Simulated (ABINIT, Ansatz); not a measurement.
# Osmium (P6_3/mmc): from the cell to the phonon bands, part 4 of 4

Aim: the phonon dispersion of Osmium (P6_3/mmc), checked by a second program.

ABINIT 10.8.3; DFT LDA, scalar-relativistic, plane waves, PseudoDojo norm-conserving pseudopotentials.

So far, highest frequency (cm⁻¹): step 7 (dispersion) 235.

## (9) A second program

A second program on the same cell, potentials, cutoff and meshes tests the implementation of the phonon response, not its convergence.

This step: DFT LDA, scalar-relativistic, plane waves, PseudoDojo norm-conserving pseudopotentials (Ansatz 0.2.0).

input.yaml reads:

```yaml
crystal:
  lattice:
    - [2.7120989426, 0.0, 0.0]
    - [-1.3560494713, 2.3487465819, 0.0]
    - [0.0, 0.0, 4.2926543418]
  atoms:
    - { symbol: Os, position: [0.3333333333, 0.6666666667, 0.25] }
    - { symbol: Os, position: [0.6666666667, 0.3333333333, 0.75] }
kpoints:
  mp_grid: { grid: [12, 12, 6] }
hamiltonian:
  xc: lda
  pseudopotentials: { kind: nc, accuracy: standard }
scf:
  occupations: { method: gaussian, width: 0.27211 }
output:
  eigenvalues: true
basis:
  ecutwfc: 897.976
phonons:
  method: dfpt
  qmesh: [3, 3, 2]
  temperatures: { t_max: 1000, t_step: 50 }
  qpath:
    path:
      - [[0.0, 0.0, 0.0], [0.5, 0.0, 0.0], [0.33333333, 0.33333333, 0.0], [0.0, 0.0, 0.0], [0.0, 0.0, 0.5], [0.5, 0.0, 0.5], [0.33333333, 0.33333333, 0.5], [0.0, 0.0, 0.5]]
      - [[0.5, 0.0, 0.5], [0.5, 0.0, 0.0]]
      - [[0.33333333, 0.33333333, 0.5], [0.33333333, 0.33333333, 0.0]]
    npoints: 10
  electrical_resistivity: { temperatures: [77, 300], mesh: [24, 24, 12] }
```

Run with:

```
$ ansatz run input.yaml --threads 16 --pin off --max-ram 32768MiB --backend cpu --events-out ev --progress --plain --runs-dir out
```

Numbers of over 12 decimals in the logs are rounded to 6 here.

Log:

```text
Warning: basis.ecutwfc = 897.976 eV is below the records' recommended 1006.821291 eV, and the density's cutoff is lower with it unless basis.ecutrho_ratio is high enough to keep the records' density cutoff: compare with a run at a higher cutoff
Engine: ansatz 0.2.0, aarch64-unknown-linux-gnu
Pseudopotentials: kind: nc
Pseudopotential: Os, nc, valence charge 16, recommended cutoff 1006.821291 eV (normal), Os.nc.azcp (PseudoDojo's, or run here from an input of PseudoDojo's; its table is named by hamiltonian.pseudopotentials.accuracy)
Functional definition: SPW92
  exchange = slater_x
  correlation = pw_c
Crystal: 2 atoms, lattice volume = 27.344 Å³
Basis set: ecut = 897.976 eV, 1701 PW (Γ), exchange–correlation on 54×54×96 points (8 copies of the dense FFT grid, shifted against one another)
Bands: 20, of which v1, the nominal top of the filled ones, is band 16 counted from 1 (15 counted from 0)
Symmetry: 24 space group operations
k-points: 76 of 864
Non-local potential: Os, projectors of the file, l = 0: 2, l = 1: 2, l = 2: 2, l = 3: 2
Initial density: superposition of atomic densities (chi_scale 0.1, normalization cell)
Initial wavefunctions: pseudopotential atomic-orbital guess
Functional: x = slater, c = lda
SCF iter   1: F=—  HF=-5512.085326 eV  |F-HF|=—  |Δ(HF+E_count)|=         —  Δρ=5.98e-2  dr2=8.42e-1  ethr=3.10e-3  ⟨swp⟩=4.4  Hψ=13660  notcnv=0
automatic band count: the SCF goes on with 24 bands, as 20 were too few: they end inside the smearing window of the response
preconditioner: auto → none  [metal: Δε(μ)=0.031 eV  Ē_g=12.359 eV  σ=0.272 eV  W_gap=0.06  n_scr=8 (ndim 8)  ℏωp=28.4 eV  f_vac=0.000  D(μ)=1.06/eV (n_scr^D=2)  sad-step TF]
SCF iter   2: F=—  HF=-5511.836960 eV  |F-HF|=—  |Δ(HF+E_count)|=   2.48e-1  Δρ=3.11e-2  dr2=2.16e-1  ethr=2.63e-3  ⟨swp⟩=1.2  Hψ=2448  notcnv=0  defer=1
SCF iter   3: F=—  HF=-5511.756277 eV  |F-HF|=—  |Δ(HF+E_count)|=   8.07e-2  Δρ=2.14e-3  dr2=5.12e-4  ethr=6.74e-4  ⟨swp⟩=2.0  Hψ=2234  notcnv=0  defer=1
SCF iter   4: F=—  HF=-5511.756038 eV  |F-HF|=—  |Δ(HF+E_count)|=   2.39e-4  Δρ=5.14e-4  dr2=1.31e-5  ethr=1.60e-6  ⟨swp⟩=3.2  Hψ=3260  notcnv=0  defer=14
SCF iter   5: F=—  HF=-5511.756035 eV  |F-HF|=—  |Δ(HF+E_count)|=   3.16e-6  Δρ=7.95e-5  dr2=9.90e-7  ethr=4.09e-8  ⟨swp⟩=2.2  Hψ=2820  notcnv=0  defer=14
SCF iter   6: F=—  HF=-5511.756035 eV  |F-HF|=—  |Δ(HF+E_count)|=   5.63e-7  Δρ=1.37e-5  dr2=1.64e-8  ethr=3.09e-9  ⟨swp⟩=2.4  Hψ=2867  notcnv=0  defer=49
SCF iter   7: F=—  HF=-5511.756035 eV  |F-HF|=—  |Δ(HF+E_count)|=   9.15e-9  Δρ=2.44e-6  dr2=3.32e-10  ethr=5.13e-11  ⟨swp⟩=2.4  Hψ=2743  notcnv=0  defer=53
SCF iter   8: F=—  HF=-5511.756035 eV  |F-HF|=—  |Δ(HF+E_count)|=  1.26e-10  Δρ=5.81e-7  dr2=1.63e-11  ethr=1.00e-12  ⟨swp⟩=12.0  Hψ=11047  notcnv=0
SCF iter   9: F=-5511.756035 eV  HF=-5511.756035 eV  |F-HF|=9.09e-13  |Δ(HF+E_count)|=  8.19e-12  Δρ=4.09e-8  dr2=7.96e-14  ethr=1.00e-12  ⟨swp⟩=5.0  Hψ=6852  notcnv=0
SCF 1 converged in 9 iterations: F = -5511.756035 eV  dr2 = 7.96e-14
NSCF: frozen V_eff on 76 k-points
WARN: eigensolver did not converge (k=30): 1 band(s) unlocked after 20 sweeps at ethr=1.26e-12 eV (storage-precision floor; scheduled 1.00e-12 eV) (lowest unlocked band 23, counted from 0; max residual 6.14e-6 eV among the unlocked bands, 6.14e-6 eV over every band; other slots of this pass that fall short are told together in one closing line; warning suppressed until the next SCF loop or pass starts)
NSCF: frozen V_eff on 172 k-points
DFPT response loops at q = (0, 0, 0) (fractional): preconditioner auto → Kerker (q_TF=auto, 2.801 Å⁻¹) (partly filled bands, converged f_vac=0.000); β = 1.00, the filter's whole step (`scf.mixing.beta` (0.50) is not read by the response loops under this deck's `scf.mixing.preconditioner`; to damp them name `kerker` or `kerker_dos`, under which they read `scf.mixing.beta`, and type it under 1.00, their step now; both keys bind the ground state too); Broyden in place of MSR1
NSCF: frozen V_eff on 344 k-points
DFPT response loops at q = (0, 0, -0.5) (fractional): mixed as the last ones told, above
NSCF: frozen V_eff on 624 k-points
DFPT response loops at q = (0, 0.333333, 0) (fractional): mixed as the last ones told, above
NSCF: frozen V_eff on 624 k-points
DFPT response loops at q = (0, 0.333333, -0.5) (fractional): mixed as the last ones told, above
NSCF: frozen V_eff on 624 k-points
DFPT response loops at q = (0.333333, 0.333333, 0) (fractional): mixed as the last ones told, above
NSCF: frozen V_eff on 624 k-points
DFPT response loops at q = (0.333333, 0.333333, -0.5) (fractional): mixed as the last ones told, above
Bands: 24, of which v1, the nominal top of the filled ones, is band 16 counted from 1 (15 counted from 0)
SCF iter   1: F=—  HF=-5512.085326 eV  |F-HF|=—  |Δ(HF+E_count)|=         —  Δρ=5.98e-2  dr2=8.42e-1  ethr=3.10e-3  ⟨swp⟩=4.4  Hψ=7575  notcnv=0
SCF iter   2: F=—  HF=-5511.836960 eV  |F-HF|=—  |Δ(HF+E_count)|=   2.48e-1  Δρ=3.11e-2  dr2=2.16e-1  ethr=2.63e-3  ⟨swp⟩=1.2  Hψ=2448  notcnv=0  defer=1
SCF iter   3: F=—  HF=-5511.756277 eV  |F-HF|=—  |Δ(HF+E_count)|=   8.07e-2  Δρ=2.14e-3  dr2=5.12e-4  ethr=6.74e-4  ⟨swp⟩=2.0  Hψ=2234  notcnv=0  defer=1
SCF iter   4: F=—  HF=-5511.756038 eV  |F-HF|=—  |Δ(HF+E_count)|=   2.39e-4  Δρ=5.14e-4  dr2=1.31e-5  ethr=1.60e-6  ⟨swp⟩=3.2  Hψ=3260  notcnv=0  defer=14
SCF iter   5: F=—  HF=-5511.756035 eV  |F-HF|=—  |Δ(HF+E_count)|=   3.16e-6  Δρ=7.95e-5  dr2=9.90e-7  ethr=4.09e-8  ⟨swp⟩=2.2  Hψ=2820  notcnv=0  defer=14
SCF iter   6: F=—  HF=-5511.756035 eV  |F-HF|=—  |Δ(HF+E_count)|=   5.63e-7  Δρ=1.37e-5  dr2=1.64e-8  ethr=3.09e-9  ⟨swp⟩=2.4  Hψ=2867  notcnv=0  defer=49
SCF iter   7: F=—  HF=-5511.756035 eV  |F-HF|=—  |Δ(HF+E_count)|=   9.15e-9  Δρ=2.44e-6  dr2=3.32e-10  ethr=5.13e-11  ⟨swp⟩=2.4  Hψ=2743  notcnv=0  defer=53
SCF iter   8: F=—  HF=-5511.756035 eV  |F-HF|=—  |Δ(HF+E_count)|=  1.21e-10  Δρ=5.81e-7  dr2=1.64e-11  ethr=1.00e-12  ⟨swp⟩=3.9  Hψ=4985  notcnv=0
SCF iter   9: F=-5511.756035 eV  HF=-5511.756035 eV  |F-HF|=9.09e-13  |Δ(HF+E_count)|=  7.28e-12  Δρ=3.97e-8  dr2=7.67e-14  ethr=1.00e-12  ⟨swp⟩=3.0  Hψ=3810  notcnv=0
SCF 2 converged in 9 iterations: F = -5511.756035 eV  dr2 = 7.67e-14
NSCF: frozen V_eff on 76 k-points
NSCF: frozen V_eff on 95 k-points
[...]
SCF converged after 9 iterations
Free energy (F): -5511.756035 eV
Harris-Foulkes:  -5511.756035 eV  (|F-HF|=9.09e-13)
Internal energy: -5511.713248 eV  (E = F + TS)
E sigma→0 (E₀):  -5511.734641 eV
Entropy (-TS):   -0.042788 eV (-21.394 meV/atom)
Fermi energy:    26.570384 eV
--- Per-component energies (eV) ---
  E_band       = -114.352000
  E_kinetic    = 1523.675120
  E_local      = -2363.124799  (includes V_loc(G=0)·N_el)
  E_nonlocal   = 295.783106
  E_hartree    = 603.121671
  E_xc         = -1119.341999
  E_vxc        = -776.928767  (∫ρ·V_xc dr)
  E_ewald      = -4451.826346
  E_smearing   = -0.042788  (= −TS)
  E_closure    = -0.000000  (closes the sum)
  Σ components = -5511.756035   (vs F -5511.756035, Δ=0.00e0)
--- Band table (eV; the first three rows and the last of 76) ---
  k-point 0: bands = [... 12 lower, 23.6672, 24.2938, 24.2938, 24.9960, 24.9960, 26.6664, 28.3454, 28.3454, ... 4 higher]
  k-point 1: bands = [... 12 lower, 23.4682, 24.0729, 24.0729, 25.4911, 25.4911, 25.6080, 28.3785, 28.3785, ... 4 higher]
  k-point 2: bands = [... 12 lower, 23.1038, 23.6163, 23.6163, 23.8256, 26.5037, 26.5037, 28.2060, 28.2060, ... 4 higher]
  k-point 75: bands = [... 12 lower, 23.0910, 23.0910, 25.1664, 25.1664, 28.2805, 28.2805, 35.1943, 35.1943, ... 4 higher]
--- Phonons (Γ-DFPT): 2 representative perturbations + reference (Σ response iterations 8) ---
  ASR residual: 5.472e-5 → 0.000e0 eV/Å²; symmetrization residual: 7.283e-14 eV/Å²
  ASR residual per site (eV/Å²): 5.47e-5 5.47e-5
  Γ frequencies (cm⁻¹): 0.00 0.00 0.00 162.11 162.11 227.93
--- Phonons (arbitrary-q DFPT): 6 irreducible q on the 3×3×2 mesh ---
  q = [0.0000, 0.0000, 0.0000] (star 1, of the zone-centre solve; hermiticity 3.13e-15, symmetrization 3.71e-15): -0.00 -0.00 0.00 162.11 162.11 227.93
  q = [0.0000, 0.0000, -0.5000] (star 1, 2 solved perturbations in 248 linear systems a pass and spin channel, the states on 172 of 864 k-point pairs; hermiticity 2.18e-13, symmetrization 9.42e-14): 117.72 117.72 117.72 117.72 180.92 180.92
  q = [0.0000, 0.3333, 0.0000] (star 6, 3 solved perturbations on 312 of 864 k-point pairs; hermiticity 7.18e-10, symmetrization 2.47e-14): 115.82 133.57 175.32 186.66 189.02 202.80
  q = [0.0000, 0.3333, -0.5000] (star 6, 3 solved perturbations on 312 of 864 k-point pairs; hermiticity 5.31e-9, symmetrization 3.58e-14): 142.38 142.38 163.23 163.23 224.19 224.19
  q = [0.3333, 0.3333, 0.0000] (star 2, 2 solved perturbations in 436 linear systems a pass and spin channel, the states on 312 of 864 k-point pairs; hermiticity 2.09e-10, symmetrization 2.09e-10): 148.71 148.71 179.90 184.17 184.17 230.17
  q = [0.3333, 0.3333, -0.5000] (star 2, 2 solved perturbations in 436 linear systems a pass and spin channel, the states on 312 of 864 k-point pairs; hermiticity 1.77e-9, symmetrization 3.03e-13): 155.99 155.99 201.58 201.58 209.07 209.07
  sum rule: each row above includes the acoustic sum rule's correction from the zone centre's row sums; it moved no ω² by more than (0.28 cm⁻¹)²
  mesh force constants: q→R imaginary residual 0.00e0; ASR residual 5.472e-5 → 0.000e0 eV/Å²; symmetrization residual 2.842e-14 eV/Å²
  interpolated dispersion: 93 rows × 6 modes
  density of states and harmonic sums: on the 27×27×14 q-mesh, interpolated from the force constants of a 3×3×2 supercell (no non-analytic term)
  largest difference from the sums on the solved wave vectors: F 3.59e-2 eV, S 5.03e-5 and C_V 1.43e-5 eV/K
  zero-point energy: 0.063123 eV/cell   skipped modes (ω ≤ 0): 3   left out of the sums: 4.90e-5 of the cell's modes: C_V's classical limit lies that fraction below 3 k_B per atom; for a crystal, a wire or a layer, F and S can be off by more, and a phonons.interpolated_qmesh denser along its periods is the remedy for the sampling
--- Electrical resistivity: potentials and phonons of a 3×3×2 supercell ---
  scattering by harmonic phonons alone, with no dipole-dipole term; scattering by other electrons, impurities, surfaces and spin disorder is left out, and so is spin–orbit coupling
  the resistivity is that of a variational response, whose dependence on the energy is improved iteratively
  at the Fermi level of each mesh (of a tensor a third of its trace):
           mesh   spin    states/(eV spin)  plasma energy (eV)         λ      λ_tr    ħω_log (meV)
       24×24×12                     0.5828              8.7831    0.4176    0.4653          20.308
        12×12×6                     0.5839              8.7584    0.4154    0.4616          20.328
          6×6×3                     0.7351              9.8546    0.5059    0.5761          20.213
  resistivity on the deck's mesh, µΩ·cm:
     T (K)       trace/3  mesh converged            xx            yy            zz    lowest order   relaxation time
     77.00     6.9090e-1              no     7.6252e-1     7.6252e-1     5.4765e-1       9.0366e-1         6.6245e-1
    300.00      6.7664e0              no      7.5519e0      7.5519e0      5.1955e0        7.0620e0          6.1880e0
  mean free path at 77 K (of a tensor a third of its trace): 99.9 nm by what each carries, 80.0 by the Fermi surface alone
  Hall coefficient in a weak field at 77 K (a third of the trace): 1.189e-10 m³/C (as a tensor it moves by 13.2 % between the two finest meshes); by each state's relaxation time: 9.356e-11 m³/C; by a constant relaxation time: 2.566e-11 m³/C
  mean free path at 300 K (of a tensor a third of its trace): 9.02 nm by what each carries, 8.19 by the Fermi surface alone
  Hall coefficient in a weak field at 300 K (a third of the trace): 1.193e-10 m³/C (as a tensor it moves by 15.1 % between the two finest meshes); by each state's relaxation time: 7.620e-11 m³/C; by a constant relaxation time: 2.596e-11 m³/C
  the resistivity times a path that all electrons share, by the Fermi surface of the deck's mesh alone (a third of the trace): 5.540e-16 Ω·m²
  not converged in the mesh (λ_tr; the resistivity at 77 K by 6.92 %; the resistivity at 300 K by 6.25 %): between neighbouring meshes, the two finest first, λ moves by 0.53 % and 21.78 %, λ_tr by 4.11 % and 25.54 % and the resistivity by up to 6.92 % and 15.94 %; an estimate, no bound, puts it up to 1.3e-7 % above the Boltzmann equation's exact value after up to 4 iterations (at most 30 are made, fewer where the estimate is under 1.0e-6 % of each spin channel's own resistivity)
  vibrations of 18 cells: unjudged by the run; compare a larger repeat
  the changes of the potential over all sites missed a rigid shift's by 0.00 % (the site terms' by 0.00 %)
  at the force constants' own smearing the fine mesh and the k-points of their solves give squared frequencies that differ by 8.4 % of the larger at the most, at (0, 0, 0)
```

Wall time 2.1 min (16 threads of Arm Neoverse V2, shared host); peak memory 2 GiB.

This step gave:

- sum-rule residual before enforcement: 5.47e-5 eV/Å²
- mean frequency: 169.7 cm⁻¹
- Debye temperature (second moment): 323 K
- logarithmic mean frequency: 164.8 cm⁻¹
- zero-point energy per atom: 31.56 meV
- vibrational entropy at 300 K: 31.52 J/(mol atoms K)

## (10) Side by side: ABINIT PseudoDojo and Ansatz, PseudoDojo

Worked out from the results:

* root-mean-square difference: 0.03 cm⁻¹
* largest difference: 0.05 cm⁻¹
* root-mean-square difference on the path: 1.1 cm⁻¹
* largest difference on the path: 4 cm⁻¹

At the solved wavevectors the largest difference (acoustic modes at Γ apart) is 0.02 % of the highest mode (on the interpolated path 2 %).

## (11) Outcome

```
space group after relaxation                                       : P6_3/mmc
volume per atom                                                    : 13.7 Å³
highest optical zone-centre mode (no LO-TO term)                   : 227.9 cm⁻¹
lowest optical zone-centre mode                                    : 162.1 cm⁻¹
q mesh                                                             : 3×3×2
lowest mode on the q mesh (acoustic ones at the zone centre apart) : 115.8 cm⁻¹
zero-point energy per atom                                         : 31.6 meV
heat capacity at 300 K                                             : 23.6 J/(mol atoms K)
vibrational entropy at 300 K                                       : 31.5 J/(mol atoms K)
imaginary modes on the q mesh                                      : none
largest difference from Ansatz, PseudoDojo                         : 0.05 cm⁻¹
```

Osmium (P6_3/mmc) is dynamically stable on the 3×3×2 mesh; its spectrum reaches 235 cm⁻¹. At the LDA level the optical modes of Osmium (P6_3/mmc) at the zone centre run from 162 to 228 cm⁻¹. Along axes with an odd number of divisions the mesh misses the zone-boundary points at one half, where instabilities often lie; those are only interpolated. The base run prints -0.70 GPa, mostly the error of a finite basis; the relaxation, with a smoothed and higher cutoff, had brought the cell to rest. ABINIT PseudoDojo and Ansatz, PseudoDojo agree to 0.05 cm⁻¹ (0.02 % of the highest mode compared) on all solved modes but the acoustic ones at Γ. Their interpolated bands part by up to 4 cm⁻¹. These are harmonic frequencies at zero temperature: anharmonic shifts and linewidths and thermal expansion are left out. Spin-orbit coupling is left out, which can matter for the heavy elements here. In a metal the frequencies hang on the k mesh and the smearing, most of all near Kohn anomalies. Ansatz warns that the cutoff lies 11 % under the one recommended for these files; agreement at one cutoff is not convergence. Electron-phonon sums were run after this but are left out, since no second program bore their λ out within 30 %; a λ that a log prints is not taken as a result. The q mesh stands for a supercell only 8.1 Å across, so branches between the solved wavevectors are rough.

[Host names and launcher messages were left out of these logs when they were recorded.]

[Logs are printed without paths, hosts, clocks, repeated set-up lines and the standing remarks that a program may print on its own settings, such as how far it seeks lower states.]

[Hosts, paths, dates, database ids (printed as entryN), source tags and the programs' standing remarks are cut or masked in the printed files.]
